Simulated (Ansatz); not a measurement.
# BN (F-43m): zone-centre modes under pressure

Aim: how do the optical modes of BN (F-43m) move with volume?

Main program and level: Ansatz 0.2.0; DFT PBE, scalar-relativistic, plane waves, PAW; PAW set soft_1.

Most raw output is cut from this account.

## Step 1: Set-up

Symmetry: F-43m, No. 216, cubic system. Conventional cell: a = 3.626 Å, b = 3.626 Å, c = 3.626 Å, α = 90.00°, β = 90.00°, γ = 90.00°. B has 4 N at 1.57 Å nearest. Nearest to N lie 4 B at 1.57 Å. Farther neighbours and most contacts between anions are not listed.

## Step 2: Bringing the structure to rest

The cell and atoms are relaxed, since residual forces and stress would shift the frequencies.

input.yaml

```yaml
crystal:
  lattice:
    - [0.0, 1.813001, 1.813001]
    - [1.813001, 0.0, 1.813001]
    - [1.813001, 1.813001, 0.0]
  atoms:
    - { symbol: B, position: [0.0, 0.0, 0.0] }
    - { symbol: "N", position: [0.25, 0.25, 0.25] }
kpoints:
  mp_grid: { grid: [12, 12, 12] }
hamiltonian:
  xc: pbe
  pseudopotentials: { kind: paw, azcp: { folder: soft_1 } }
scf:
  occupations: { method: gaussian, width: 0.02 }
output:
  forces: true
  stress: true
  eigenvalues: true
  write_density: true
  write_potential: true
  elf: true
  volumetric_format: npy
relax:
  adjacent_minimum: "off"
  f_tol: 0.005
  max_steps: 80
  cell: { stress_tol: 0.05 }
```

Run with:

```
ansatz run input.yaml --threads 4 --pin off --max-ram 10240MiB --backend cpu --events-out ev --progress --plain --runs-dir out
```

It took 1.2 s on 4 threads of Arm Neoverse V2, shared host; peak memory 0.27 GiB; 3.8 s of CPU time.

Little changed from the start: no atom moved by 0.005 Å and no cell edge by 0.1 %.

This step gave:

* pressure: -0.008919 GPa
* gap on the k-mesh: 4.458 eV
* volume per atom: 5.950 Å³

ELF in the ac plane of a cell with a along [110], b along [-110] and c along [001] of the cube at fractional y = 0.000, with atoms of B and N within 0.2 Å of it. It is the smooth field of the valence electrons, not physical close to the nuclei.

Ten even steps from '_' (0.03) to '@' (0.86), each cell a mean:
```
..%%@@%%@@@@==..%%@@%%@@@@==
==@@%%==**@@##==@@%%==**@@##
::**##--++%%==::**##--++%%==
__--##%%%%++..__--##%%%%++..
____--++==..______--++==..__
____________________________
--..______..::--..______..::
--::..__..::----::..__..::--
__--++++++==..__--++++++==..
```
Columns run along a (5.1 Å), rows up along c (3.6 Å), edges of the conventional cell, whose origin can differ from the input's. Atoms in or near the plane, at fractional coordinates: B at (0.50, 0.00), B at (0.00, 0.00), N at (0.75, 0.75), N at (0.25, 0.75).

Valence density in the ac plane of a cell with a along [110], b along [-110] and c along [001] of the cube at fractional y = 0.000, with atoms of B and N within 0.2 Å of it. It is the smooth field of the valence electrons, not physical close to the nuclei.

Values in e/Å³, 9 rows by 14 columns, each cell a mean:
```
0.6 1.0 1.4 1.7 1.5 1.2 0.8 0.6 1.0 1.4 1.7 1.5 1.2 0.8
0.6 1.1 2.5 3.4 3.1 1.6 0.7 0.6 1.1 2.5 3.4 3.1 1.6 0.7
0.3 0.8 2.3 3.4 2.9 1.3 0.4 0.3 0.8 2.3 3.4 2.9 1.3 0.4
0.1 0.3 1.0 1.8 1.4 0.6 0.2 0.1 0.3 1.0 1.8 1.4 0.6 0.2
0.1 0.2 0.3 0.5 0.4 0.2 0.1 0.1 0.2 0.3 0.5 0.4 0.2 0.1
0.2 0.1 0.1 0.1 0.1 0.1 0.2 0.2 0.1 0.1 0.1 0.1 0.1 0.2
0.4 0.2 0.1 0.1 0.1 0.2 0.3 0.4 0.2 0.1 0.1 0.1 0.2 0.3
0.6 0.4 0.2 0.1 0.2 0.3 0.5 0.6 0.4 0.2 0.1 0.2 0.3 0.5
0.5 0.6 0.5 0.4 0.4 0.6 0.6 0.5 0.6 0.5 0.4 0.4 0.6 0.6
```
Columns run along a (5.1 Å), rows up along c (3.6 Å), edges of the conventional cell, whose origin can differ from the input's. Atoms in or near the plane, at fractional coordinates: B at (0.50, 0.00), B at (0.00, 0.00), N at (0.75, 0.75), N at (0.25, 0.75).

Electrostatic potential energy in the ac plane of a cell with a along [110], b along [-110] and c along [001] of the cube at fractional y = 0.000, with atoms of B and N within 0.2 Å of it. With pseudopotentials it is smooth inside the atoms' cores, unlike the true potential.

Values in eV, 9 rows by 14 columns, each cell a mean:
```
-28 -14  -2  -9  -5  -5 -25 -28 -14  -2  -9  -5  -5 -25
 -4   0 -21 -37 -31  -6  -1  -4   0 -21 -37 -31  -6  -1
 11   6 -21 -38 -32  -4  11  11   6 -21 -38 -32  -4  11
 14  12   1 -12  -6   9  13  14  12   1 -12  -6   9  13
 14  14  12  11  11  13  14  14  14  12  11  11  13  14
 13  13  13  13  13  13  13  13  13  13  13  13  13  13
  9  10  12  13  13  11   9   9  10  12  13  13  11   9
-16  -3   9  12  11   4 -12 -16  -3   9  12  11   4 -12
-30 -20   5  11   9  -7 -29 -30 -20   5  11   9  -7 -29
```
Columns run along a (5.1 Å; values clipped at the 3rd and 97th percentile), rows up along c (3.6 Å), edges of the conventional cell, whose origin can differ from the input's. Atoms in or near the plane, at fractional coordinates: B at (0.50, 0.00), B at (0.00, 0.00), N at (0.75, 0.75), N at (0.25, 0.75).

In this step the volume went from 5.96 to 5.95 Å³/atom.

## Step 3: Tight relaxation

Phonons need small forces and stress, so the relaxation is finished with tight tolerances on 12×12×12 k points.

input.yaml, the sections that differ from step 2:

```yaml
crystal:
  lattice:
    - [0.0, 1.8120428309, 1.8120428309]
    - [1.8120428309, 0.0, 1.8120428309]
    - [1.8120428309, 1.8120428309, 0.0]
  atoms:
    - { symbol: B, position: [0.0, 0.0, 0.0] }
    - { symbol: "N", position: [0.25, 0.25, 0.25] }
scf:
  occupations: { method: fixed }
output:
  forces: true
  stress: true
  eigenvalues: true
relax:
  adjacent_minimum: "off"
  f_tol: 0.001
  max_steps: 60
  cell: { stress_tol: 0.01 }
# kpoints, hamiltonian: as in step 2
```

Wall time 0.6 s (4 threads); peak memory 0.26 GiB.

Little changed from the start: no atom moved by 0.005 Å and no cell edge by 0.1 %.

This step gave:

```
pressure : -0.008917 GPa
```

The forces vanish by symmetry and the pressure is -0.009 GPa, within the tolerances set. The cell now holds 5.95 Å³/atom.

## Step 4: Modes at rest

The modes at rest are the reference of the series, and the response to a field gives the dielectric tensor and the Born charges.

input.yaml, the sections that differ from step 3:

```yaml
output:
  eigenvalues: true
phonons:
  method: dfpt
  dielectric: true
  rigid_motions: translations
  raman: true
# crystal, kpoints, hamiltonian, scf: as in step 3
# relax: removed
```

It took 17 s on 4 threads; peak memory 0.58 GiB; 67 s of CPU time.

This step gave:

```
sum-rule residual before enforcement                    : 4.73e-5 eV/Å²
miss of the charge sum rule                             : 5.96e-8 e
point group                                             : -43m
highest optical mode at the zone centre (no LO-TO term) : 1025 cm⁻¹
lowest optical zone-centre mode                         : 1025 cm⁻¹
mean high-frequency dielectric constant                 : 4.615
largest Born charge (third of the trace)                : 1.914 e
mean static dielectric constant                         : 6.976
top of the zone-centre spectrum with the field          : 1261 cm⁻¹
```

Without the LO-TO term. Patterns of degenerate modes are one choice out of their space. The modes at Γ (shares of kinetic energy by element, %):

| mode | frequency (cm⁻¹) | symmetry | B % | N % |
| --- | --- | --- | --- | --- |
| 1 | 0.0 | acoustic | 44 | 56 |
| 2 | 0.0 | acoustic | 44 | 56 |
| 3 | 0.0 | acoustic | 44 | 56 |
| 4 | 1025.3 | T2 | 56 | 44 |
| 5 | 1025.3 | T2 | 56 | 44 |
| 6 | 1025.3 | T2 | 56 | 44 |

Displacements in mode 4 (1025.3 cm⁻¹), the largest set to 1:
```
B1   0.00  1.00 -0.02
N2   0.00 -0.77  0.02
```

Optical modes at the zone centre, without and with the macroscopic field of the longitudinal modes; each column is sorted by frequency, so a row need not hold one and the same mode. Modes with and without the field, by row:

| rank among optical modes | no field (cm⁻¹) | q along (1, 0, 0) (cm⁻¹) |
| --- | --- | --- |
| 1 | 1025 | 1025 |
| 2 | 1025 | 1025 |
| 3 | 1025 | 1261 |

Born charge (rows field, columns displacement) (e), principal values of the symmetric part by kind of site:

| atom | atoms with these values | low | middle | high | mean |
| --- | --- | --- | --- | --- | --- |
| B1 | 1 | 1.91 | 1.91 | 1.91 | 1.91 |
| N2 | 1 | -1.91 | -1.91 | -1.91 | -1.91 |

In full for N2:

```
-1.91  0.00  0.00
 0.00 -1.91  0.00
 0.00  0.00 -1.91
```

High-frequency dielectric tensor:

```
4.62 0.00 0.00
0.00 4.62 0.00
0.00 0.00 4.62
```

Static dielectric tensor (ions relaxed, fixed cell):

```
6.98 0.00 0.00
0.00 6.98 0.00
0.00 0.00 6.98
```

Transverse modes. Infrared lines, with heights relative to the strongest:

| position (cm⁻¹) | label | relative intensity |
| --- | --- | --- |
| 1025 | T2 | 100 |

Activity x (w_L - w)^4 (n + 1)/w, 532 nm, 300 K; modes without the macroscopic field alone. Lines of the Raman spectrum (strongest = 100):

| position (cm⁻¹) | label | relative intensity |
| --- | --- | --- |
| 1025 | T2 | 100 |

Before it was imposed, the acoustic sum rule was missed by 4.7e-5 eV/Å² and the charge sum rule by 6.0e-8 e. Small misses are needed for a sound result but don't prove that mesh and cutoff are converged. The lowest optical mode is real, 1025 cm⁻¹.

## Step 5: Ground state of a member: 1.06 times the volume at rest

The cell is set to 1.06 times the volume at rest; symmetry leaves nothing else free, so this is a single point.

input.yaml, the sections that differ from step 4:

```yaml
crystal:
  lattice:
    - [0.0, 1.8475821052, 1.8475821052]
    - [1.8475821052, 0.0, 1.8475821052]
    - [1.8475821052, 1.8475821052, 0.0]
  atoms:
    - { symbol: B, position: [0.0, 0.0, 0.0] }
    - { symbol: "N", position: [0.25, 0.25, 0.25] }
output:
  forces: true
  stress: true
  eigenvalues: true
# kpoints, hamiltonian, scf: as in step 4
# phonons: removed
```

The job ended after 0.29 s (4 threads; peak memory 0.25 GiB).

This step gave:

```
pressure          : -19.40 GPa
gap on the k-mesh : 4.392 eV
volume per atom   : 6.307 Å³
```

The forces vanish by symmetry, at a pressure of -19.40 GPa.

## Step 6: Modes of this member: 1.06 times the volume at rest

The zone-centre modes follow for 1.06 times the volume at rest, with the response to a field.

Edit input.yaml of step 5 so:

```diff
@@ -16,4 +16,6 @@
 output:
-  forces: true
-  stress: true
   eigenvalues: true
+phonons:
+  method: dfpt
+  dielectric: true
+  rigid_motions: translations
```

The job ended after 2.9 s (4 threads; peak memory 0.37 GiB; 10 s of CPU time).

This step gave:

| Item | Value |
| --- | --- |
| sum-rule residual before enforcement | 3.66e-5 eV/Å² |
| miss of the charge sum rule | 6.69e-6 e |
| highest optical mode at the zone centre (no LO-TO term) | 953.3 cm⁻¹ |
| lowest optical zone-centre mode | 953.3 cm⁻¹ |
| mean high-frequency dielectric constant | 4.682 |
| largest Born charge (third of the trace) | 1.941 e |
| mean static dielectric constant | 7.333 |
| top of the zone-centre spectrum with the field | 1193 cm⁻¹ |

Without the LO-TO term. Patterns of degenerate modes are one choice out of their space. The modes at Γ (shares of kinetic energy by element, %):

| mode | frequency (cm⁻¹) | symmetry | B % | N % |
| --- | --- | --- | --- | --- |
| 1 | 0.0 | acoustic | 44 | 56 |
| 2 | 0.0 | acoustic | 44 | 56 |
| 3 | 0.0 | acoustic | 44 | 56 |
| 4 | 953.3 | T2 | 56 | 44 |
| 5 | 953.3 | T2 | 56 | 44 |
| 6 | 953.3 | T2 | 56 | 44 |

Transverse modes. Lines of the infrared spectrum (strongest = 100):

| position (cm⁻¹) | label | relative intensity |
| --- | --- | --- |
| 953 | T2 | 100 |

The optical mode without the LO-TO term lies at 953.3 cm⁻¹.

For the mean static dielectric tensor (ions relaxed, fixed cell), step 4 gave 6.98; this run, with volume ratio 1.06, gives 7.33 (+5 %).

## Step 7: Ground state of a member: 0.9 times the volume at rest

The cell is set to 0.9 times the volume at rest; symmetry leaves nothing else free, so this is a single point.

input.yaml, the sections that differ from step 6:

```yaml
crystal:
  lattice:
    - [0.0, 1.7495081177, 1.7495081177]
    - [1.7495081177, 0.0, 1.7495081177]
    - [1.7495081177, 1.7495081177, 0.0]
  atoms:
    - { symbol: B, position: [0.0, 0.0, 0.0] }
    - { symbol: "N", position: [0.25, 0.25, 0.25] }
output:
  forces: true
  stress: true
  eigenvalues: true
# kpoints, hamiltonian, scf: as in step 6
# phonons: removed
```

The job ended after 0.29 s (4 threads; peak memory 0.24 GiB; 0.83 s of CPU time).

Numbers from this step:

```
pressure          : 47.39 GPa
gap on the k-mesh : 4.566 eV
volume per atom   : 5.355 Å³
```

The forces vanish by symmetry, at a pressure of 47.39 GPa.

## Step 8: Modes of this member: 0.9 times the volume at rest

The zone-centre modes follow for 0.9 times the volume at rest, with the response to a field.

Edit input.yaml of step 7 so:

```diff
@@ -16,4 +16,6 @@
 output:
-  forces: true
-  stress: true
   eigenvalues: true
+phonons:
+  method: dfpt
+  dielectric: true
+  rigid_motions: translations
```

It took 2.7 s on 4 threads; peak memory 0.35 GiB.

This step gave:

| Property | Result |
| --- | --- |
| sum-rule residual before enforcement | 4.45e-5 eV/Å² |
| miss of the charge sum rule | 4.29e-6 e |
| highest optical mode at the zone centre (no LO-TO term) | 1166 cm⁻¹ |
| lowest optical zone-centre mode | 1166 cm⁻¹ |
| mean high-frequency dielectric constant | 4.521 |
| largest Born charge (third of the trace) | 1.864 e |
| mean static dielectric constant | 6.446 |
| top of the zone-centre spectrum with the field | 1392 cm⁻¹ |

Without the LO-TO term. Patterns of degenerate modes are one choice out of their space. The modes at Γ (shares of kinetic energy by element, %):

| mode | frequency (cm⁻¹) | symmetry | B % | N % |
| --- | --- | --- | --- | --- |
| 1 | 0.0 | acoustic | 44 | 56 |
| 2 | 0.0 | acoustic | 44 | 56 |
| 3 | 0.0 | acoustic | 44 | 56 |
| 4 | 1165.6 | T2 | 56 | 44 |
| 5 | 1165.6 | T2 | 56 | 44 |
| 6 | 1165.6 | T2 | 56 | 44 |

Transverse modes. Infrared lines, with heights relative to the strongest:

| position (cm⁻¹) | label | relative intensity |
| --- | --- | --- |
| 1166 | T2 | 100 |

The optical mode without the LO-TO term lies at 1165.6 cm⁻¹.

For the mean static dielectric tensor (ions relaxed, fixed cell), step 4 gave 6.98; this run, with volume ratio 0.9, gives 6.45 (-8 %).

## Step 9: The series together

The members are set side by side, also those not shown above.

Each row is one cell with its response, relaxed at fixed volume as far as symmetry leaves anything free; energies are extrapolated to zero smearing, and E0 is that at rest; shape and atoms are relaxed in each cell where symmetry leaves them free. State of the crystal along the series:

| volume ratio | V (Å³/atom) | pressure (GPa) | E - E0 (meV/atom) | gap on mesh (eV) | ε∞ | ε0 | largest Born charge in size, a third of the trace (e) | top mode with the field, highest of q along x, y and z (cm⁻¹) |
| --- | --- | --- | --- | --- | --- | --- | --- | --- |
| 0.9 | 5.355 | 47.4 | 81.04 | 4.566 | 4.521 | 6.446 | 1.864 | 1392 |
| 0.92 | 5.474 | 36.03 | 50.13 | 4.544 | 4.538 | 6.545 | 1.874 | 1364 |
| 0.94 | 5.593 | 25.71 | 27.22 | 4.523 | 4.556 | 6.649 | 1.885 | 1336 |
| 0.96 | 5.712 | 16.32 | 11.7 | 4.501 | 4.575 | 6.755 | 1.895 | 1310 |
| 0.98 | 5.831 | 7.769 | 2.831 | 4.48 | 4.594 | 6.864 | 1.904 | 1285 |
| 0.99 | 5.89 | 3.793 | 0.6391 | 4.469 | 4.605 | 6.92 | 1.909 | 1273 |
| 1 | 5.95 | -0.008917 | 0 | 4.458 | 4.615 | 6.976 | 1.914 | 1261 |
| 1.02 | 6.069 | -7.081 | 2.627 | 4.436 | 4.637 | 7.092 | 1.923 | 1237 |
| 1.04 | 6.188 | -13.53 | 10.31 | 4.414 | 4.659 | 7.211 | 1.932 | 1215 |
| 1.06 | 6.307 | -19.4 | 22.59 | 4.392 | 4.682 | 7.333 | 1.941 | 1193 |

Without the LO-TO term; each mode is tracked from rest by its pattern, and modes that stay within 0.3 cm⁻¹ of each other stand once; shape and atoms are relaxed in each cell where symmetry leaves them free. Optical modes along the series:

| V (Å³/atom) | mode 4 T2 (cm⁻¹) |
| --- | --- |
| 5.355 | 1166 |
| 5.474 | 1135 |
| 5.593 | 1106 |
| 5.712 | 1078 |
| 5.831 | 1051 |
| 5.89 | 1038 |
| 5.95 | 1025 |
| 6.069 | 1000 |
| 6.188 | 976.4 |
| 6.307 | 953.3 |

From cubic fits (parabolas where under five rows exist) of ln ω and P against ln V through the rows within about 4 % of rest: γ = −d ln ω / d ln V and dω/dP = γ ω / B. Slopes at rest:

| mode | fitted frequency at rest (cm⁻¹) | Grüneisen parameter γ | dω/dP (cm⁻¹/GPa) |
| --- | --- | --- | --- |
| mode 4 T2 | 1025 | 1.24 | 3.43 |
| longitudinal mode | 1261 | 0.94 | 3.21 |

## Step 10: Outcome

```json
{
  "members": "10",
  "highest optical mode at the zone centre (no LO-TO term), at rest": "1025 cm⁻¹",
  "bulk modulus at rest": "371 GPa",
  "mode 4 T2, γ": "1.24",
  "longitudinal mode, γ": "0.94"
}
```

What this shows: The series spans -19.4 to 47.4 GPa, and the slope at rest gives a bulk modulus of 371 GPa. The transverse optical mode has γ = 1.24 and moves by 3.4 cm⁻¹ for each GPa, the longitudinal one has γ = 0.94 and moves by 3.2. ε∞ is 4.62 at rest, with d ln ε∞ / d ln V = 0.23. One k mesh and one cutoff serve the ground states and modes of all volumes; the field response picks its own mesh. These are harmonic frequencies at zero temperature: anharmonic shifts, linewidths and thermal expansion are left out. Only the zone centre was solved, so an instability at another wavevector cannot show here.

[Logs are printed without paths, hosts, clocks, repeated set-up lines and the standing remarks that a program may print on its own settings, such as how far it seeks lower states.]

[Hosts, paths, dates, database ids (printed as entryN), source tags and the programs' standing remarks are cut or masked in the printed files.]
